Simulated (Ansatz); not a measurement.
# Quasiparticle gap of SrLi2SnS4 (I-42m), part 2 of 2

Aim: the quasiparticle gap of SrLi2SnS4 (I-42m), starting from PBE.

Ansatz 0.2.0; PBE, then G0W0 on it, plane waves, PAW. Known limits of the many-body steps: finite bands, screening cutoff and k mesh; no spin-orbit coupling in G0W0.

So far. Step 2 (The PBE band structure): Over mesh and path the gap is 2.673 eV, direct, at k = (0.500, 0.500, -0.500).

In doubt: masses and optical values from hybrid runs of this build are listed as unsure (in some of the runs), which bears on the screening that GW takes from such a start.

## 3. G0W0 on the 4×4×4 mesh

G0W0 replaces the xc potential by a self-energy built once from the orbitals of the start. Levels are corrected in the window of bands that the input names, at points of the mesh.

This step: G0W0 on PBE, plane waves, PAW.

File input.yaml:

```yaml
crystal:
  lattice:
    - [-3.3295, 3.3295, 3.959]
    - [3.3295, -3.3295, 3.959]
    - [3.3295, 3.3295, -3.959]
  atoms:
    - { symbol: Li, position: [0.25, 0.75, 0.5] }
    - { symbol: Li, position: [0.75, 0.25, 0.5] }
    - { symbol: Sr, position: [0.5, 0.5, 0.0] }
    - { symbol: Sn, position: [0.0, 0.0, 0.0] }
    - { symbol: S, position: [0.03526, 0.03526, 0.4132] }
    - { symbol: S, position: [0.96474, 0.37794, 0.0] }
    - { symbol: S, position: [0.62206, 0.62206, 0.5868] }
    - { symbol: S, position: [0.37794, 0.96474, 0.0] }
kpoints:
  mp_grid: { grid: [4, 4, 4] }
hamiltonian:
  xc: pbe
scf:
  occupations: { method: fixed }
gw:
  n_empty_bands: 883
  ecut_chi: 170.0
  qp_bands: [v2, c2]
  qp_kpoints: band_edges
  screening: { model: contour_deformation }
```

Command:

```sh
$ ansatz run input.yaml --threads 2 --pin off --max-ram 92160MiB --backend cuda --events-out ev --progress --plain --runs-dir out --devices 1 --max-vram 13GiB  # rebuilt from the run's record
```

Numbers of over 12 decimals in the logs are rounded to 6 here.

Log:

```text
GPUs: using 1 of 1 available (devices: 1).
[...]
GPU FFT provider: cuFFT
GPU libraries: cuBLAS 13.8.2, cuFFT 12.4.0, cuSOLVER 12.3.4
Crystal: 8 atoms, lattice volume = 175.551 Å³
Basis set: ecut = 420 eV, 3445 PW (Γ)
Bands: 35, of which v1, the nominal top of the filled ones, is band 27 counted from 1 (26 counted from 0)
Symmetry: 8 space group operations
[...]
k-points: 13 of 64 (time reversal used)
[...]
GPU buffer pool allocated for 91125 grid points (all kernels)
[...]
SCF iter   1: F=—  HF=-13595.928084 eV  |F-HF|=—  |Δ(HF+E_count)|=         —  Δρ=7.90e-4  dr2=9.52e-4  ethr=1.77e-3  ⟨swp⟩=5.8  Hψ=1871  notcnv=0  defer=68
[...]
SCF iter   6: F=-13595.931176 eV  HF=-13595.931176 eV  |F-HF|=6.98e-9  |Δ(HF+E_count)|=   2.16e-7  Δρ=3.86e-6  dr2=3.84e-8  ethr=1.85e-10  ⟨swp⟩=13.3  Hψ=2459  notcnv=0
SCF 1 converged in 6 iterations: F = -13595.931176 eV  dr2 = 3.84e-8
[...]
NSCF: frozen V_eff on 13 k-points
the band table was solved once the SCF had ended and its energy, with any forces and stress, was formed, with the checks that follow a solve (1963 applications of the Hamiltonian). They found nothing against the state; the energy, forces and stress were not computed again (output.eigenvalues in the input reference)
[...]
G₀W₀ screening: q 1/13
[... further progress lines ...]
[...]
SCF converged after 6 iterations
Free energy (F): -13595.931176 eV
[...]
Internal energy: -13595.931176 eV  (E = F + TS)
E sigma→0 (E₀):  -13595.931176 eV
Fermi energy:    5.050584 eV
[...]
--- Band table (eV; the first three rows and the last of 13) ---
  k-point 0: bands = [... 23 lower, 4.0762, 4.5913, 4.6735, 4.6735, 7.7472, 8.9845, 9.7275, 10.1200, ... 4 higher]
  k-point 1: bands = [... 23 lower, 4.2302, 4.2411, 4.4591, 4.4926, 8.0687, 8.9621, 9.2894, 9.9298, ... 4 higher]
  k-point 2: bands = [... 23 lower, 3.7626, 3.9718, 4.0097, 4.5392, 8.2150, 9.3861, 9.7002, 9.8485, ... 4 higher]
  k-point 12: bands = [... 23 lower, 3.3064, 4.5728, 4.5728, 5.0506, 7.7232, 9.2158, 9.2158, 9.5539, ... 4 higher]
--- G₀W₀: contour deformation, 6 samples at zero and on the imaginary axis and 2 off it, 64 q-points, 883 empty bands' worth ---
  eigenvalues of the whole cell's RPA ε∞ on this k-mesh (on a slab, of 1 + 4πα/V) = 4.5791, 4.7185, 4.7185; static W/v taken at q = 0 is 0.214061
  bands read: the sum over 910 bands ends inside a degenerate multiplet in 3 slots, whose members it reads at an even weight; the widest, k=7: bands 910 to 911 (counted from 1) at 1/2 each
  gw.qp_kpoints: band_edges: 13 of 13 stored k-points solved, in 1 pass; an edge of the gap read off the rows below is read off those points alone
    ik  band        ε_KS         Σx   Σc(E_QP)       V_xc       Z   E_QP_lin       E_QP  E_QP is
     0    26      4.6735   -18.1490     1.9030   -15.2518  0.7588     3.6642     3.6795  root
     0    27      4.6735   -18.1490     1.9030   -15.2518  0.7588     3.6642     3.6795  root
     0    28      7.7472    -9.5806    -3.8448   -13.8079  0.7905     8.1313     8.1298  root
     0    29      8.9845    -5.6901    -3.8390    -9.8664  0.8011     9.3232     9.3217  root
     1    26      4.4591   -17.9352     1.9944   -14.9312  0.7563     3.4329     3.4495  root
     1    27      4.4926   -17.3768     1.9712   -14.3761  0.7584     3.4458     3.4632  root
     1    28      8.0687   -10.4445    -3.9074   -14.8391  0.7814     8.5586     8.5560  root
     1    29      8.9621    -5.0852    -3.8143    -9.2038  0.8051     9.2675     9.2664  root
     2    26      4.0097   -17.3259     2.2497   -14.0252  0.7497     2.9375     2.9586  root
     2    27      4.5392   -17.9755     2.0836   -14.8491  0.7550     3.4782     3.4965  root
     2    28      8.2150   -10.5765    -3.9319   -15.0015  0.7807     8.7107     8.7080  root
     2    29      9.3861    -6.7441    -3.9359   -11.0201  0.7974     9.7276     9.7262  root
     3    26      4.5517   -17.9838     1.9848   -14.9834  0.7573     3.5194     3.5362  root
     3    27      4.6168   -17.8812     1.9191   -14.9632  0.7582     3.6022     3.6179  root
     3    28      8.0142   -10.0070    -3.8721   -14.3371  0.7849     8.4744     8.4722  root
     3    29      9.1318    -5.9225    -3.9409   -10.2196  0.7987     9.4897     9.4881  root
     4    26      4.3013   -17.7793     2.0441   -14.7117  0.7550     3.2601     3.2780  root
     4    27      4.4882   -17.7959     2.0932   -14.6603  0.7549     3.4274     3.4459  root
     4    28      8.0578   -10.0441    -3.9056   -14.4248  0.7852     8.5353     8.5328  root
     4    29      9.0382    -5.9542    -3.9626   -10.2674  0.8033     9.3902     9.3887  root
     5    26      4.3879   -17.5555     2.0261   -14.5038  0.7560     3.3446     3.3623  root
     5    27      4.5706   -17.7903     2.0640   -14.6881  0.7556     3.5143     3.5325  root
     5    28      8.0939   -10.3904    -3.9001   -14.7754  0.7835     8.5813     8.5787  root
     5    29      8.8694    -6.2218    -3.8962   -10.4705  0.8027     9.2234     9.2219  root
     6    26      4.4762   -17.8605     1.9789   -14.8720  0.7566     3.4500     3.4666  root
     6    27      4.5979   -17.8162     2.1187   -14.6458  0.7550     3.5273     3.5463  root
     6    28      7.9910    -9.7022    -3.8711   -14.0299  0.7878     8.4498     8.4475  root
     6    29      9.3685    -7.3194    -4.1355   -11.8749  0.7931     9.7909     9.7885  root
     7    26      4.1994   -17.6635     2.1947   -14.4075  0.7521     3.1174     3.1380  root
     7    27      4.1994   -17.6635     2.1947   -14.4075  0.7521     3.1174     3.1380  root
     7    28      8.0987   -10.3777    -4.0283   -14.9199  0.7831     8.6157     8.6127  root
     7    29      9.0674    -6.5872    -4.0855   -11.0916  0.8017     9.4885     9.4863  root
     8    26      4.5097   -17.9690     2.0220   -14.9224  0.7566     3.4679     3.4851  root
     8    27      4.6877   -17.5684     2.0956   -14.4113  0.7567     3.6071     3.6263  root
     8    28      8.2181   -10.5046    -3.9348   -14.9327  0.7810     8.7142     8.7114  root
     8    29      9.6995    -5.4547    -4.1167    -9.9797  0.7962    10.1103    10.1079  root
     9    26      4.4198   -17.6149     2.1067   -14.4644  0.7547     3.3571     3.3760  root
     9    27      4.7846   -17.8967     2.0776   -14.7746  0.7562     3.7221     3.7402  root
     9    28      8.0331    -9.6927    -3.8866   -14.0452  0.7885     8.5014     8.4991  root
     9    29      9.2023    -6.9166    -4.0401   -11.3587  0.7980     9.6064     9.6044  root
    10    26      4.4446   -17.5492     2.1455   -14.3485  0.7540     3.3699     3.3895  root
    10    27      4.5549   -17.9929     2.0267   -14.9410  0.7563     3.5123     3.5298  root
    10    28      7.9817    -9.4809    -3.8390   -13.7628  0.7884     8.4267     8.4246  root
    10    29      9.1475    -5.6752    -3.9938   -10.0332  0.8001     9.5134     9.5117  root
    11    26      4.4601   -17.7522     2.1460   -14.5600  0.7534     3.3949     3.4139  root
    11    27      4.5352   -17.6860     2.1463   -14.4862  0.7542     3.4623     3.4818  root
    11    28      8.1064    -9.8790    -3.9145   -14.2703  0.7867     8.5858     8.5833  root
    11    29      9.3817    -6.9749    -4.1664   -11.6021  0.7955     9.8454     9.8425  root
    12    26      4.5728   -17.7449     2.1114   -14.5980  0.7543     3.5190     3.5373  root
    12    27      5.0506   -18.0946     2.0169   -15.0424  0.7580     3.9987     4.0155  root
    12    28      7.7232    -8.5642    -3.8924   -12.9071  0.7982     8.1758     8.1737  root
    12    29      9.2158    -7.0772    -3.9291   -11.3380  0.7990     9.5489     9.5475  root
```

The job ended after 2.7 min (1 × NVIDIA H100 80GB HBM3 (shared by 6 runs) with 2 threads of AMD EPYC 7R13 (Zen 3), shared host; peak memory 3.6 GiB; 4.1 min of CPU time).

This step gave:

```yaml
bands_summed: 910
rpa_eps_infinity_on_this_mesh_eigenvalues: 4.579, 4.718, 4.718
plane_waves_in_the_screening_matrix: 881
q_points_in_the_mesh: 64
g0w0_gap_over_the_corrected_points: 4.114 eV
k_of_the_valence_top: -0.5, -0.5, -0.5
k_of_the_conduction_bottom: 0, 0, 0
starting_gap_on_the_mesh: 2.673 eV
z_at_the_valence_top: 0.7580
z_at_the_conduction_bottom: 0.7905
least_direct_g0w0_gap_over_the_corrected_points: 4.158 eV
```

Over all 13 irreducible mesh points the G0W0 gap is 4.114 eV, from k = (-0.500, -0.500, -0.500) to k = Γ. The PBE gap of this run on the mesh is 2.673 eV. Other states bound it: the two that bound the G0W0 gap lie 2.697 eV apart in PBE, so state for state the correction is 4.114 − 2.697 = +1.417 eV, while gap against gap it is 4.114 − 2.673 = +1.441 eV. The start of this run differs from the step before in mesh (6×6×6 and 4×4×4).

Labels follow the order of the start: v1 is the top filled band, c1 the lowest empty one; levels that stay degenerate share a row, the window can cut a multiplet, doubted levels are not marked in this list, bands outside the window were not corrected, and the list may be a part of the corrected levels. The levels before and after the correction (eV, zero at the valence-band top of each column):

```tsv
	conduction bottom	valence top
Kohn-Sham	2.67	0.00
G0W0	4.11	0.00
```

```tsv
	level	occupation	energy (eV)
Kohn-Sham	Γ v2-v1	2	-0.377
Kohn-Sham	Γ c1	0	2.697
Kohn-Sham	Γ c2	0	3.934
Kohn-Sham	(-0.5 -0.5 -0.5) v2	2	-0.478
Kohn-Sham	(-0.5 -0.5 -0.5) v1	2	0.000
Kohn-Sham	(-0.5 -0.5 -0.5) c1	0	2.673
Kohn-Sham	(-0.5 -0.5 -0.5) c2	0	4.165
G0W0	Γ v2-v1	2	-0.336
G0W0	Γ c1	0	4.114
G0W0	Γ c2	0	5.306
G0W0	(-0.5 -0.5 -0.5) v2	2	-0.478
G0W0	(-0.5 -0.5 -0.5) v1	2	0.000
G0W0	(-0.5 -0.5 -0.5) c1	0	4.158
G0W0	(-0.5 -0.5 -0.5) c2	0	5.532
```

The parts of the quasiparticle energy for the two states that bound the G0W0 gap, in eV on the run's own scale (QP = start + Σx + Σc − Vxc, with Σc at the quasiparticle energy):

```tsv
edge	k	band	start	Σx	Σc	Vxc	Z	QP
valence top	(-0.500, -0.500, -0.500)	27	5.051	−18.095	2.017	−15.042	0.758	4.016
conduction bottom	Γ	28	7.747	−9.581	−3.845	−13.808	0.790	8.130
```

## 4. Spin-orbit coupling

This run has two-component orbitals with spin-orbit coupling.

This step: DFT, PBE with spin-orbit coupling, plane waves, PAW.

input.yaml, the sections that differ from step 3:

```yaml
kpoints:
  mp_grid: { grid: [6, 6, 6] }
  band_path:
    path:
      - [0.0, 0.0, 0.0]
      - [0.0, 0.0, 0.5]
      - [0.25, 0.25, 0.25]
      - [0.0, 0.5, 0.0]
      - [0.5, 0.5, -0.5]
      - [0.42681823, 0.57318177, -0.42681823]
      - [-0.42681823, 0.42681823, 0.42681823]
      - [-0.35363646, 0.35363646, 0.5]
    npoints: 1
scf:
  occupations: { method: fixed }
  n_extra_bands: 12
magnetization:
  noncollinear: true
  spin_orbit: true
output:
  eigenvalues: true
# crystal, hamiltonian: as in step 3
# gw: removed
```

Log:

```text
[...]
GPUs: using 1 of 1 available (devices: 1).
[...]
non-collinear run that drives no moment, with spin-orbit: no starting moment large enough to seed its density (crystal.atoms[].spin), no starting occupations that ask for one, no magnetisation constraint and no magnetic field, so the semilocal B_xc is pinned to zero
[...]
GPU FFT provider: cuFFT
GPU libraries: cuBLAS 13.8.2, cuFFT 12.4.0, cuSOLVER 12.3.4
Crystal: 8 atoms, lattice volume = 175.551 Å³
Basis set: ecut = 420 eV, 3445 PW (Γ)
Bands: 66, of which v1, the nominal top of the filled ones, is band 54 counted from 1 (53 counted from 0)
Symmetry: 8 space group operations + 8 with time reversal
[...]
k-points: 30 of 216 (time reversal used)
Projection manifold: j_resolved (fully-relativistic pseudo-atomic orbitals)
[...]
GPU buffer pool allocated for 91125 grid points (all kernels)
[...]
SCF iter   1: F=—  HF=-13600.105267 eV  |F-HF|=—  |Δ(HF+E_count)|=         —  Δρ=3.56e-2  dr2=4.12e0  dr2_m=0.00e0 (ungated)  ethr=3.10e-3  |M|=0.00e0 ∫|m|=0.00e0 μB  |m|>n=0.0e0 m-floor=0.0e0 τ_xc=0.0e0  β_m=0.30  ⟨swp⟩=8.3  Hψ=9046  notcnv=0  defer=236
[...]
spin=Noncollinear: Resta preconditioning applied to the charge; magnetization (m_x, m_y, m_z) channels mix plain (no charge-response kernel on spin).
SCF iter   2: F=—  HF=-13599.353856 eV  |F-HF|=—  |Δ(HF+E_count)|=   7.51e-1  Δρ=2.58e-2  dr2=2.11e0  dr2_m=0.00e0 (ungated)  ethr=3.10e-3  |M|=0.00e0 ∫|m|=0.00e0 μB  |m|>n=0.0e0 m-floor=0.0e0 τ_xc=0.0e0  β_m=0.65  ⟨swp⟩=3.6  Hψ=2716  notcnv=0  defer=225
[...]
SCF iter   9: F=-13598.706052 eV  HF=-13598.706052 eV  |F-HF|=8.03e-9  |Δ(HF+E_count)|=   2.74e-7  Δρ=2.43e-6  dr2=1.83e-8  dr2_m=0.00e0 (ungated)  ethr=1.85e-10  |M|=0.00e0 ∫|m|=0.00e0 μB  |m|>n=0.0e0 m-floor=0.0e0 τ_xc=0.0e0  ⟨swp⟩=17.7  Hψ=10560  notcnv=0
SCF 1 converged in 9 iterations: F = -13598.706052 eV  dr2 = 1.83e-8
[...]
SCF converged after 9 iterations
Magnetization: |M| = 0.0000 μB,  M = (+0.0000, +0.0000, +0.0000) μB
Absolute magnetization: 0.0000 μB (∫|m|)
  site 0: m = (+0.0000, +0.0000, +0.0000) μB, |m| = 0.0000 μB  (R = 1.02 Å)
  site 1: m = (+0.0000, +0.0000, +0.0000) μB, |m| = 0.0000 μB  (R = 1.02 Å)
  site 2: m = (+0.0000, +0.0000, +0.0000) μB, |m| = 0.0000 μB  (R = 1.27 Å)
  site 3: m = (+0.0000, +0.0000, +0.0000) μB, |m| = 0.0000 μB  (R = 0.98 Å)
  site 4: m = (+0.0000, +0.0000, +0.0000) μB, |m| = 0.0000 μB  (R = 0.98 Å)
  site 5: m = (+0.0000, +0.0000, +0.0000) μB, |m| = 0.0000 μB  (R = 0.98 Å)
  site 6: m = (+0.0000, +0.0000, +0.0000) μB, |m| = 0.0000 μB  (R = 0.98 Å)
  site 7: m = (+0.0000, +0.0000, +0.0000) μB, |m| = 0.0000 μB  (R = 0.98 Å)
Free energy (F): -13598.706052 eV
[...]
Internal energy: -13598.706052 eV  (E = F + TS)
E sigma→0 (E₀):  -13598.706052 eV
Fermi energy:    5.050377 eV
[...]
--- Band table (eV; the first three rows and the last of 30) ---
  k-point 0: bands = [... 50 lower, 4.6706, 4.6706, 4.7072, 4.7072, 7.7490, 7.7490, 8.9835, 8.9835, ... 8 higher]
  k-point 1: bands = [... 50 lower, 4.5024, 4.5061, 4.5683, 4.5701, 7.9933, 7.9973, 8.9391, 8.9414, ... 8 higher]
  k-point 2: bands = [... 50 lower, 4.3076, 4.3154, 4.5384, 4.5551, 8.0961, 8.0963, 9.0907, 9.0924, ... 8 higher]
  k-point 29: bands = [... 50 lower, 4.5847, 4.5847, 5.0504, 5.0504, 7.7267, 7.7267, 9.1365, 9.1365, ... 8 higher]
```

Run time: 16 s. Hardware: 1 × NVIDIA H100 80GB HBM3 (shared by 6 runs) with 2 threads; peak memory 1 GiB.

This step gave:

- gap: 2.676 eV
- valence top at: M
- conduction bottom at: M
- least direct gap: 2.676 eV

Over mesh and listed points the gap is 2.676 eV, direct, at k = (0.500, 0.500, -0.500). PBE+SOC against PBE: 2.676 − 2.673 = +0.003 eV, with the same mesh, set of files (read in its fully relativistic form for the spin-orbit run) and cutoff, and both edges at the same k points. The spin-orbit run sees mesh and listed points alone, so its gap is an upper bound: the coupling can move an edge off these points, the more so as this crystal has no centre of inversion, and the change over the zone, its sign included where it is small, is not known.

## 5. The runs together

Each gap is the least one over the points named; times are wall times on shared hosts, not benchmarks. A G0W0 time includes the run's own self-consistent start. Runs with listed points see these and the mesh alone, so an edge that moves elsewhere is missed. Rows marked * are further runs, not shown as steps, whose inputs differ from the G0W0 step on the same start in the columns given; solver thresholds can differ too. Symmetry makes (0.500, 0.500, -0.500) and (-0.500, -0.500, -0.500) one point.

```tsv
level	mesh	files, cutoff	bands summed, screening	points	gap (eV)	valence top	conduction bottom	least direct gap (eV)	time
PBE	6×6×6	soft_2 PAW, 420 eV	-	mesh and path	2.673	(0.500, 0.500, -0.500)	(0.500, 0.500, -0.500)	2.673	10 s
PBE+SOC	6×6×6	soft_2 PAW, 420 eV	-	mesh and listed points	2.676	(0.500, 0.500, -0.500)	(0.500, 0.500, -0.500)	2.676	16 s
G0W0@PBE*	4×4×4	soft_2 PAW, 420 eV	172, 51 eV	all 13 irreducible mesh points	4.035	(-0.500, -0.500, -0.500)	Γ	4.115	18 s
G0W0@PBE*	4×4×4	soft_2 PAW, 420 eV	437, 102 eV	all 13 irreducible mesh points	4.099	(-0.500, -0.500, -0.500)	Γ	4.134	36 s
G0W0@PBE	4×4×4	soft_2 PAW, 420 eV	910, 170 eV	all 13 irreducible mesh points	4.114	(-0.500, -0.500, -0.500)	Γ	4.158	2.7 min
G0W0@PBE*	2×2×2	soft_2 PAW, 420 eV	437, 102 eV	all 4 irreducible mesh points	4.097	(-0.500, -0.500, -0.500)	Γ	4.111	15 s
G0W0@PBE*	4×4×4	soft_2 PAW, 420 eV	437, 102 eV, plasmon pole	all 13 irreducible mesh points	4.115	(-0.500, -0.500, -0.500)	Γ	4.160	52 s
```

## 6. Summary of results

```json
{
  "PBE gap over mesh and path": "2.673 eV, direct, at k = (0.500, 0.500, -0.500)",
  "G0W0@PBE gap over all 13 irreducible mesh points": "4.114 eV, from k = (-0.500, -0.500, -0.500) to k = Γ",
  "PBE+SOC gap over mesh and listed points": "2.676 eV",
  "estimated limit in bands and cutoff, on this mesh": "4.128 eV",
  "GW settings": "4×4×4 mesh, 883 empty bands, screening to 170 eV",
  "known limits": "finite bands, screening cutoff and k mesh; no spin-orbit coupling in G0W0"
}
```

**Reading.** Over all 13 irreducible mesh points the G0W0 gap is 4.114 eV, from k = (-0.500, -0.500, -0.500) to k = Γ. The PBE gap of this run on the mesh is 2.673 eV. Other states bound it: the two that bound the G0W0 gap lie 2.697 eV apart in PBE, so state for state the correction is 4.114 − 2.697 = +1.417 eV, while gap against gap it is 4.114 − 2.673 = +1.441 eV. The valence state moves by 4.016 − 5.051 = −1.035 eV and the conduction state by 8.130 − 7.747 = +0.383 eV, on the run's own scale; with 172 bands the edge states move by −0.466 and +0.872 eV, so the split between the edges depends on the bands and cutoff. Both edges that PBE shows over mesh and path lie at k points where levels were corrected. G0W0 has the conduction bottom at another k point than that. Levels at other points were not corrected, so a lower G0W0 gap elsewhere in the zone is not ruled out. From 172 bands and 51 eV to 910 bands and 170 eV the gap moves by 4.114 − 4.035 = +0.079 eV (rung by rung 4.035, 4.099, 4.114 eV); bands and screening cutoff rise together, so their parts are not told apart. A line in one over the bands through the two highest rungs gives 4.114 + (4.114 − 4.099) × 437 / (910 − 437) = 4.128 eV, and through the pair below 4.099 + (4.099 − 4.035) × 172 / (437 − 172) = 4.141 eV. The two agree within 0.03 eV and the same two states bound the gap in each rung, so 4.128 eV is taken as an estimate of the limit on this mesh. With the 2×2×2 mesh in place of the 4×4×4 mesh and all else as in the G0W0@PBE row with 437 bands, the gap differs by 4.097 − 4.099 = −0.002 eV, and that of the start by 2.680 − 2.673 = +0.007 eV. With the plasmon pole model in place of the contour deformation model and all else as in the G0W0@PBE row with 437 bands, the gap differs by 4.115 − 4.099 = +0.016 eV. G0W0 on other starts in this series, not shown as steps and not all at these settings: 4.604 eV on HSE06 (4×4×4, soft_2 PAW, 437 bands, 102 eV). PBE+SOC against PBE: 2.676 − 2.673 = +0.003 eV, with the same mesh, set of files (read in its fully relativistic form for the spin-orbit run) and cutoff, and both edges at the same k points. The spin-orbit run sees mesh and listed points alone, so its gap is an upper bound: the coupling can move an edge off these points, the more so as this crystal has no centre of inversion, and the change over the zone, its sign included where it is small, is not known. What spin-orbit coupling does to the G0W0 levels was not computed, so no sum with the G0W0 gap is formed. The G0W0 runs are scalar-relativistic. G0W0 is shown with one set of atomic data (soft_2 PAW), so the error from the files is not known here.

[Paths, hosts, dates, memory and timing lines, banners, echoed tables and standing remarks are left out of the program output.]

[Logs are printed without paths, hosts, clocks, repeated set-up lines and the standing remarks that a program may print on its own settings, such as how far it seeks lower states.]

[Runs of the session that timed out or met a known fault of the program may be left out.]

[Cells called generated may have been cut or substituted from an entry of the Crystallography Open Database or the Materials Project.]

[Hosts, paths, dates, database ids (printed as entryN), source tags and the programs' standing remarks are cut or masked in the printed files.]

[Where an RPA ε∞ is given, it is that of the G0W0 mesh and is not shown converged in it. Names of k-points follow the symmetry that the program found, which can be lower than the space group named. Band edges on a path are those of the sampled points; other points can move an edge, and change direct to indirect where valleys lie close.]

[Hybrid gaps are those of their k-mesh and are not shown converged in it.]
